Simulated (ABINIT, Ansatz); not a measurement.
# Na2LiScF6 (Fm-3m): G0W0 on several meshes in ABINIT, part 2 of 2

Wanted: mesh dependence and cost of G0W0 for Na2LiScF6 (Fm-3m).

ABINIT 10.8.3; PBEsol and many-body steps on it, plane waves. Known limits of the many-body steps: not at the basis limit; coarse k mesh.

So far. Step 4 (2×2×2): The gap on the mesh goes from 6.03 eV to 9.44 eV, a correction of +3.42 eV. Step 5 (Empty states on the mesh, 4×4×4 mesh, 134 bands): On this mesh the gap is 6.027 eV.

## (7) 4×4×4

This step: G0W0 on PBEsol, plane waves, norm-conserving pseudopotentials.

Contents of run.abi:

```
acell 3*1.0 Angstrom
rprim 
  0.000000000000 4.017450000000 4.017450000000
  4.017450000000 0.000000000000 4.017450000000
  4.017450000000 4.017450000000 -0.000000000000
ntypat 4
znucl 11 3 21 9
natom 10
typat 1 1 2 3 4 4 4 4 4 4
xred 
  0.250000000000 0.250000000000 0.250000000000
  0.750000000000 0.750000000000 0.750000000000
  0.500000000000 0.500000000000 0.500000000000
  0.000000000000 -0.000000000000 0.000000000000
  0.250423000000 0.250423000000 0.749577000000
  0.250423000000 0.749577000000 0.749577000000
  0.749577000000 0.749577000000 0.250423000000
  0.250423000000 0.749577000000 0.250423000000
  0.749577000000 0.250423000000 0.749577000000
  0.749577000000 0.250423000000 0.250423000000
pp_dirpath "pseudos"
pseudos "Na.upf, Li.upf, Sc.upf, F.upf"
ecut 38
ngkpt 4 4 4
nshiftk 1
shiftk 0 0 0
kptopt 1
chksymbreak 0
istwfk *1
occopt 1
irdwfk 1
optdriver 4
nband 122
gwcalctyp 0
ecutsigx 38
symsigma 1
nkptgw 1
kptgw 
  0.0000000000 0.0000000000 0.0000000000
bdgw 
  35 41
ecuteps 4.2
irdscr 1
ppmodel 1
indata_prefix "in"
outdata_prefix "out"
tmpdata_prefix "tmp"
```

Launch:

```sh
$ OMP_NUM_THREADS=1 mpirun -n 4 abinit run.abi > log
```

Numbers of over 12 decimals in the logs are rounded to 6 here.

The program printed:

```text
.Version 10.8.3 of ABINIT. v10.8.2 released Aug 2026.

 Symmetries : space group Fm -3 m (#225); Bravais cF (face-center cubic)
[... echo of the input left out ...]
== DATASET  1 ==================================================================
-   mpi_nproc: 4, omp_nthreads: 1 (-1 if OMP is not activated)

--- !DatasetInfo
iteration_state: {dtset: 1, }
dimensions: {natom: 10, nkpt: 8, mband: 122, nsppol: 1, nspinor: 1, nspden: 1, mpw: 9841, }
cutoff_energies: {ecut:  38.0, pawecutdg:  -1.0, }
electrons: {nelect:   7.40000000E+01, charge:   0.00000000E+00, occopt:   1.00000000E+00, tsmear:   1.00000000E-02, }

 SIGMA: Calculation of the GW corrections

 Based on a program developped by R.W. Godby, V. Olevano, G. Onida, and L. Reining.
 Incorporated in ABINIT by V. Olevano, G.-M. Rignanese, and M. Torrent.
.Using double precision arithmetic ; gwpc =  8

[... cell and pseudopotentials left out ...]
--------------------------------------------------------------------------------

 ==== K-mesh for the wavefunctions ====
 Number of points in the irreducible wedge :     8
[... list of points left out ...]
 Together with 48 symmetry operations and time-reversal symmetry
 yields    64 points in the full Brillouin Zone.

 ==== Q-mesh for screening function ====
 Number of points in the irreducible wedge :     8
[... list of points left out ...]
 Together with 48 symmetry operations and time-reversal symmetry
 yields    64 points in the full Brillouin Zone.

 vcoul_init : cutoff-mode = AUXILIARY_FUNCTION
 q-points for optical limit:   1
     1)      0.000010    0.000020    0.000030
 setmesh: FFT mesh size selected  =    60x   60x   60
          total number of points  =       216000

 Number of electrons calculated from density =   74.0000; Expected =   74.0000
[...]
number of q-points in BZ                           64
 number of frequencies for dSigma/dE                 9
 frequency step for dSigma/dE [eV]                0.25
 number of omega for Sigma on real axis              0
 max omega for Sigma on real axis  [eV]           0.00
 zcut for avoiding poles [eV]                     0.10

 EPSILON^-1 parameters (SCR file):
 dimension of the eps^-1 matrix on file            339
 dimension of the eps^-1 matrix used               339
 number of plane-waves for wavefunctions          9841
 number of bands                                   122
 number of q-points in IBZ                           8
 number of frequencies                               2
 number of real frequencies                          1
 number of imag frequencies                          1

 matrix elements of self-energy operator (all in [eV])

 Perturbative Calculation

--- !SelfEnergy_ee
iteration_state: {dtset: 1, }
kpoint     : [   0.000,    0.000,    0.000, ]
spin       : 1
KS_gap     :    6.027
QP_gap     :    9.614
Delta_QP_KS:    3.587
data: !SigmaeeData |
     Band     E0 <VxcDFT>   SigX SigC(E0)      Z dSigC/dE  Sig(E)    E-E0       E
       35  -1.040 -22.671 -30.439   5.248   0.809  -0.235 -24.711  -2.040  -3.079
       36  -1.040 -22.671 -30.439   5.248   0.809  -0.235 -24.711  -2.040  -3.079
       37  -1.040 -22.671 -30.439   5.248   0.809  -0.235 -24.711  -2.040  -3.079
       38   4.988  -8.736  -4.544  -2.469   0.898  -0.114  -7.189   1.547   6.535
       39   5.956 -18.616 -10.419  -3.721   0.832  -0.202 -14.893   3.723   9.680
       40   5.956 -18.616 -10.419  -3.721   0.832  -0.202 -14.893   3.723   9.680
       41   5.956 -18.616 -10.419  -3.721   0.832  -0.202 -14.893   3.723   9.680

== END DATASET(S) ==============================================================
================================================================================

 -outvars: echo values of variables after computation  --------
           etotal      0.0000000000E+00
            nband         122
             nkpt           8
          spgroup         225
 [... the other variables as echoed above ...]

 Calculation completed.
```

It took 14 s on 4 MPI ranks of Arm Neoverse V2, shared host; peak memory 1.9 GiB; 56 s of CPU time.

This step gave:

```
G0W0 gap on the points computed              : 9.614 eV
starting gap on the mesh                     : 6.027 eV
k of the valence top                         : 0, 0, 0
k of the conduction bottom                   : 0, 0, 0
Z at the valence top                         : 0.809
Z at the conduction bottom                   : 0.898
least direct G0W0 gap on the computed points : 9.614 eV
```

Against G0W0 in ABINIT (2×2×2 mesh, 122 bands, screening to 114.3 eV, Godby-Needs plasmon pole), the gap moves by +0.170 eV.

## (8) Side by side

Times are wall times on 4 MPI ranks of Arm Neoverse V2, shared host, good to a factor of about two. A run's time includes the screening step that it read.

| run | mesh | bands | screening cutoff (eV) | DFT gap (eV) | gap on the mesh (eV) | direct (eV) | ε∞ used | time |
| --- | --- | --- | --- | --- | --- | --- | --- | --- |
| 2×2×2 | 2×2×2 | 122 | 114.3 | 6.027 | 9.444 | 9.444 | 2.02 | 41 s |
| 4×4×4 | 4×4×4 | 122 | 114.3 | 6.027 | 9.614 | 9.614 | 2.01 | 3.4 min |

## (9) Summary of results

```yaml
2x2x2: 9.444 eV
4x4x4: 9.614 eV
known_limits: not at the basis limit; coarse k mesh
```

4×4×4: +0.170 eV against 2×2×2. Bands and cutoff are finite, so the gap is not at the basis limit. The miss can reach some tenths of an eV and take either sign; the mesh is an error of its own. In the G0W0 runs levels were corrected at 1 k point alone, so a gap called «on the mesh» is the least over those, and an edge elsewhere would be missed. The 2×2×2 mesh is coarse for this cell, which bears on the long-range parts of exchange and screening.

[Paths, hosts, dates, memory and timing lines, banners, echoed tables and standing remarks are left out of the program output.]

[Logs are printed without paths, hosts, clocks, repeated set-up lines and the standing remarks that a program may print on its own settings, such as how far it seeks lower states.]

[Runs of the session that timed out or met a known fault of the program may be left out.]

[Hosts, paths, dates, database ids (printed as entryN), source tags and the programs' standing remarks are cut or masked in the printed files.]

[G0W0 gaps are taken among the corrected bands and points alone; a level outside them can change the order at an edge.]

[Where Ansatz stands beside ABINIT at settings called matched, ABINIT's density can come from a denser mesh and the files from another edition; pairs whose starting gaps differed by over 0.03 eV were left out, so agreement reads better than it is.]
